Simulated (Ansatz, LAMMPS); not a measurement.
# Amorphous carbon at 3.12 g/cm^3 (96 atoms): relaxation and levels of theory

Which bonds does the relaxation leave, and how do the Kohn-Sham gap, forces and pressure change with k-mesh and functional?

Calculated with Ansatz 0.2.0: Kohn-Sham DFT, PBE, PAW (set soft_2), plane waves; cutoff 420 eV, Γ point, fermi-dirac smearing of 0.025 eV.

In doubt: a hybrid run on one k-point (Ansatz), which bears on gaps.

**The cell**

Density at the start: 3.12 g/cm³. The cell holds 96 atoms: 96 C. Cell: a = 8.498 Å, b = 8.498 Å, c = 8.498 Å, α = 90.0°, β = 90.0°, γ = 90.0°. 96 atoms (96 C) placed at random at 3.12 g/cm³, melted at 6000 K for 10 ps at fixed volume with the LCBOP (Los and Fasolino, Phys. Rev. B 68, 024107 (2003)). Quenched from 6000 K to 300 K at 200 K/ps and fixed volume, held 5 ps, then minimised at fixed cell.

The atoms were relaxed with PBE. The walk converged after 38 steps, with a largest force component of 0.0301 eV/Å; it began at an r.m.s. force component of 1.1 eV/Å. The energy fell by 307.0 meV an atom.

The input of the reference single point:

```yaml
crystal:
  lattice:
    - [8.498, 0.0, 0.0]
    - [0.0, 8.498, 0.0]
    - [0.0, 0.0, 8.498]
  atoms:
    - { symbol: C, position: [0.92986, 0.22551, 0.72809] }
    - { symbol: C, position: [0.41131, 0.36037, 0.35177] }
    - { symbol: C, position: [0.57003, 0.40636, 0.79085] }
    - { symbol: C, position: [0.19351, 0.57296, 0.45316] }
    [... 90 atom lines left out ...]
    - { symbol: C, position: [0.50016, 0.7799, 0.3828] }
    - { symbol: C, position: [0.55484, 0.11186, 0.66437] }
kpoints:
  mp_grid: { grid: [1, 1, 1] }
hamiltonian:
  xc: pbe
scf:
  occupations: { method: fermi_dirac, width: 0.025 }
output:
  forces: true
  stress: true
  populations: true
  dos:
    method: { smearing: { sigma: 0.08 } }
    de: 0.05
    projected: { site_lists: { C: [C] } }
  eigenvalues: true
  write_density: true
  write_potential: true
  volumetric_format: npy
```

**Bonds after relaxation**

Bonds by pair of elements; cutoffs follow the first minimum of g(r), held within bounds set by covalent radii, and pairs that aren't listed don't count as bonded:

```csv
pair A-B,cutoff (Å),bonds,mean length (Å),spread (Å),shortest (Å),B about A,A about B
C-C,1.85,171,1.51,0.086,1.32,3.56,3.56
```

How many atoms have how many bonded neighbours:

```csv
element,mean,3,4
C,3.56,42,54
```

**Levels of theory**

Single points at the relaxed geometry:

| functional | k-mesh | Kohn-Sham gap (eV) | pressure (GPa) | r.m.s. force component (eV/Å) | SCF cycles | time |
| --- | --- | --- | --- | --- | --- | --- |
| PBE | 1×1×1 | 0.489 | 16.22 | 0.005 | 8 | 7.9 s |
| PBE | 2×2×2 | 0.070 † | 16.31 | 0.139 | 9 | 69 s |
| HSE06 | 1×1×1 | 0.908 | 7.79 | 0.196 | 29 | 2.2 min |
| r2SCAN | 1×1×1 | 0.545 | 12.61 | 0.109 | 12 | 26 s |
| PBEsol | 1×1×1 | 0.482 | 10.67 | 0.039 | 8 | 8 s |

The gap is that between the highest filled and lowest empty Kohn-Sham level on the run's k-points; † or a dash marks runs with no clear gap, where levels at the Fermi energy are far from full or empty or nearly touch. Cutoffs: 420 eV for PBE, HSE06 and PBEsol; 500 eV for r2SCAN. Times come from shared hosts and are rough.

**Findings**

By these cutoffs 56 % of C atoms have 4 neighbours. The Kohn-Sham gap is 0.49 eV with PBE on the 1×1×1 mesh, and the denser mesh shows no clear gap. So the values on the reference mesh, with any functional, aren't the cell's gap: on the denser mesh filled and empty bands overlap. On the 1×1×1 mesh HSE06 changes the gap by +0.42 eV against PBE. On the reference's mesh the gap changes with r2SCAN by +0.06 eV and PBEsol by -0.01 eV. Against the reference the pressure changes with HSE06 by -8.4 GPa, r2SCAN by -3.6 GPa and PBEsol by -5.5 GPa; a negative change means a smaller volume than PBE would take. The denser mesh moves the energy by +6.7 meV/atom and the pressure by +0.09 GPa. On it the r.m.s. force component is 0.139 eV/Å against 0.005, so the geometry is at rest on the reference mesh alone.

Limits: All single points share the geometry relaxed with PBE. The density was set when the cell was made, as one point of a scan, and needn't be that of the real material. One sample; tail or defect levels can set the gap of a disordered cell. The quench rate of 200 K/ps is many orders above laboratory rates, so the cell is likely richer in defects and strain than a real sample. The network of bonds at the start is that of the classical potential that made the cell, and needn't be the one that DFT or experiment would give. In some runs the program notes that the gap may close elsewhere in the zone, the exchange threshold is loose for the stress and the SCF threshold is loose for the stress.

[Logs are printed without paths, hosts, clocks, repeated set-up lines and the standing remarks that a program may print on its own settings, such as how far it seeks lower states.]

[Hosts, paths, dates, database ids (printed as entryN), source tags and the programs' standing remarks are cut or masked in the printed files.]
